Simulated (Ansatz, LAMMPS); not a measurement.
# Relaxing a frame of liquid (Cs,Rb)Br from 1320 K (90 atoms), part 2 of 2

How does a frame of liquid (Cs,Rb)Br from 1320 K (90 atoms) relax, and what do bonds, charges and levels look like afterwards?

Ansatz 0.2.0; Kohn-Sham DFT, PBE, PAW (set soft_2), plane waves.

The cell: 19 Cs, 26 Rb and 45 Br. The starting topology of bonds comes from the classical model. The ion parameters were fitted for water, not for melts. The Brillouin zone is sampled at Γ only, in a cell whose shortest periodic width is 17 Å. No spin–orbit coupling is included.

So far, density (g/cm³): step 5 (distances and neighbours after relaxation) 3.08.

### Step 6. Single point at the relaxed geometry (continued)

Electrostatic potential energy in the bc plane at fractional x = 0.237, with atoms of Cs and Rb and Br within 0.2 Å of it. With pseudopotentials it is smooth inside the atoms' cores, unlike the true potential.

Ten even steps from '0' (-44 eV) to '9' (7 eV), each cell a mean:
```
00048999999999999999999988899999997678999861
00268999888999999999999999999999999999999873
77899996100489999877899999999999999999999998
99999994000289986100279999865799999999999999
99999998656899986000168999731589999999999999
99999999999999998756789999987899999999999999
99999999999999999999999999999999999999887778
89999999877899999999999888899999999998644446
89999998644689999999997422479999999998444444
89999998766789999999986100168999999998754457
99999999999999999999998655789999999999988899
99999999999999999999999999999999999999999999
99999999999999999999999999999999999999988899
99999999999999986557899999999999999999621589
99866689999999860003799999999999999999755799
97544457999999874226899999999999999999999999
97544458999999998889999999999987667899999999
99877789999999999999999999999875445789999999
99999999999999999999999999999987557899999999
99999999999989999999999999999999889999999999
99999999987555689999999999999999999999999999
99999999864444468999999988899999998789999999
99999999874444479999999876789999961003899999
44689999998667899999998866789999950002899987
```
Columns run along b (15.9 Å; values clipped at the 3rd and 97th percentile), rows up along c (15.9 Å). Atoms in or near the plane, at fractional coordinates: Cs at (0.28, 0.08), Cs at (0.93, 0.65), Rb at (0.42, 0.82), Rb at (0.02, 0.96), Br at (0.80, 0.03), Br at (0.21, 0.86).

Valence density in the bc plane at fractional x = 0.237, with atoms of Cs and Rb and Br within 0.2 Å of it. It is the smooth field of the valence electrons, not physical close to the nuclei.

Ten even steps from '0' (0.0 e/Å³) to '9' (2.0 e/Å³), each cell a mean:
```
98941000000000000000000000000000012331000038
88730001122100000000000000000000000000000026
12100013544420000122100000000000000000000001
00000014424520003799720001233310000000000000
00000001333210004899730001345420000000000000
00000000000000001243200000122210000000000000
00000000000000000000000000000000000000012210
00000000111100000000000011000000000000344443
10000001355310000000001577520000000001442244
00000000133100000000003799730000000000234431
00000000000000000000001244210000000000000000
00000000000000000000000000000000000000000000
00000000000000000000000000000000000000122110
00000000000000013442000000000000000001355420
00122210000000138996200000000000000001244310
01455531000000025763100000000000000000011000
01355531000000000100000000000001222100000000
00112100000000000000000000000013443100000000
00000000000000000000000000000012332100000000
00000000000000000000000000000000000000000000
00000000002343210000000000000000000000000000
00000000025313520000000000000000012221000000
00000000024434420000000123200000135444200000
55310000001222100000000133210000145345200002
```
Columns run along b (15.9 Å), rows up along c (15.9 Å). Atoms in or near the plane, at fractional coordinates: Cs at (0.28, 0.08), Cs at (0.93, 0.65), Rb at (0.42, 0.82), Rb at (0.02, 0.96), Br at (0.80, 0.03), Br at (0.21, 0.86).

Mean Löwdin charges: Br -0.70, Cs +0.78, Rb +0.75 e (they miss 0.39 % of the electrons, so they add up to more than the cell's charge).

A closer look about Br72, which has 4 bonded neighbours where the commonest count for Br is 5: 13 atoms, nearest first, numbered in the order of the input, with positions taken from that point.

| atom | x | y | z | distance (Å) | bonds | Löwdin charge (e) |
| --- | --- | --- | --- | --- | --- | --- |
| Br72 | 0.00 | 0.00 | 0.00 | 0.00 | 4 | -0.70 |
| Rb38 | 0.36 | 3.18 | -0.53 | 3.24 | 5 | 0.74 |
| Rb21 | -1.28 | -0.98 | -2.99 | 3.40 | 5 | 0.75 |
| Cs6 | -1.95 | -1.58 | 2.32 | 3.42 | 4 | 0.80 |
| Rb34 | 1.42 | -3.10 | 0.31 | 3.42 | 5 | 0.76 |
| Br58 | -1.85 | -3.60 | -0.73 | 4.11 | 5 | -0.71 |
| Br47 | -2.16 | 2.38 | -3.06 | 4.44 | 6 | -0.70 |
| Br87 | 4.22 | -1.38 | 0.22 | 4.45 | 5 | -0.70 |
| Cs14 | -3.94 | 2.41 | 0.45 | 4.65 | 5 | 0.79 |
| Cs18 | 4.43 | 2.12 | 0.31 | 4.92 | 5 | 0.78 |
| Br76 | 2.14 | 4.12 | 2.21 | 5.14 | 5 | -0.71 |
| Br54 | -2.69 | 2.50 | 3.90 | 5.36 | 5 | -0.70 |
| Br67 | 2.97 | 3.80 | -2.62 | 5.49 | 5 | -0.70 |

The column of bonds counts only the pairs Br-Rb within 4.13 Å, Br-Cs within 4.33 Å; other neighbours, such as metal atoms beside each other in a compound, aren't counted, and periodic images can show an atom twice.

### Step 7. A repeat

The input is that of the reference in all keys that bear on the result, so the run is a repeat.

Contents of input.yaml:

```yaml
crystal:
  lattice:
    - [17.1782, 0.0, 0.0]
    - [0.0, 17.1782, 0.0]
    - [0.0, 0.0, 17.1782]
  atoms:
    [... the 90 atom lines of step 3 ...]
kpoints:
  mp_grid: { grid: [1, 1, 1], shift: [0.0, 0.0, 0.0] }
hamiltonian:
  xc: pbe
scf:
  occupations: { method: fixed }
output:
  forces: true
  stress: true
  populations: intrinsic
  dos:
    method: { smearing: { sigma: 0.1 } }
    de: 0.1
    projected: { site_lists: { Br: [Br], Cs: [Cs], Rb: [Rb] } }
  eigenvalues: true
```

Run with:

```console
> ansatz run input.yaml --threads 8 --pin off --max-ram 15872MiB --backend cpu --events-out ev --progress --plain --runs-dir out
```

Wall time 17 s (8 threads of AMD EPYC 9R45, shared host); peak memory 6.2 GiB.

Geometry and reference: those of the single point at the start.

Forces differ from those of the single point at the start by 0 meV/Å r.m.s., 0 % of their size. It took 1.0 times the reference's time (shared host, so rough).

### Step 8. Results

```yaml
energy_change_in_the_relaxation: -168.7 meV/atom
r_m_s_displacement: 1.589 Å
largest_displacement: 3.287 Å
free_energy_per_atom: -3534.3545 eV/atom
pressure: -0.0003245 GPa
r_m_s_force_component: 0.00647 eV/Å
spacing_of_highest_filled_and_lowest_empty_level: 3.565 eV
wall_time_of_the_4_dft_runs: 8 min
```

Relaxation lowers the energy by 169 meV/atom and moves atoms by 1.6 Å r.m.s.; the r.m.s. force component goes from 0.38 to 0.0065 eV/Å, the pressure goes from 0.65 to -3.2e-4 GPa, and the gap from 2.44 to 3.56 eV. Displacements are taken in the final cell, so they leave out its strain. By the final cutoffs 22 of 182 bonded pairs parted and 81 joined. The cell shrank by 11.4 % in volume. First to last step the energy falls by 15.187 eV, across changes of basis; the largest move, 3.29 Å, is that of Br54. The Br-Cs bonds change most in mean length: from 3.539 Å (spread 0.320) to 3.680 Å (spread 0.167), and their number from 83 to 101. With the cutoffs above, 51 % of Br atoms have 5, 58 % of Cs atoms have 5 and 62 % of Rb atoms have 5 bonded neighbours. The highest filled and lowest empty levels differ by 3.56 eV (at Γ alone); a semilocal functional tends to put such gaps too low. In a disordered cell it changes from sample to sample and from frame to frame.

**Limits.** The network of bonds at the start is that of the classical potential that made the cell; in DFT 22 of its 182 bonded pairs passed out of the cutoffs and 81 came within them.

[Logs are printed without paths, hosts, clocks, repeated set-up lines and the standing remarks that a program may print on its own settings, such as how far it seeks lower states.]

[Hosts, paths, dates, database ids (printed as entryN), source tags and the programs' standing remarks are cut or masked in the printed files.]
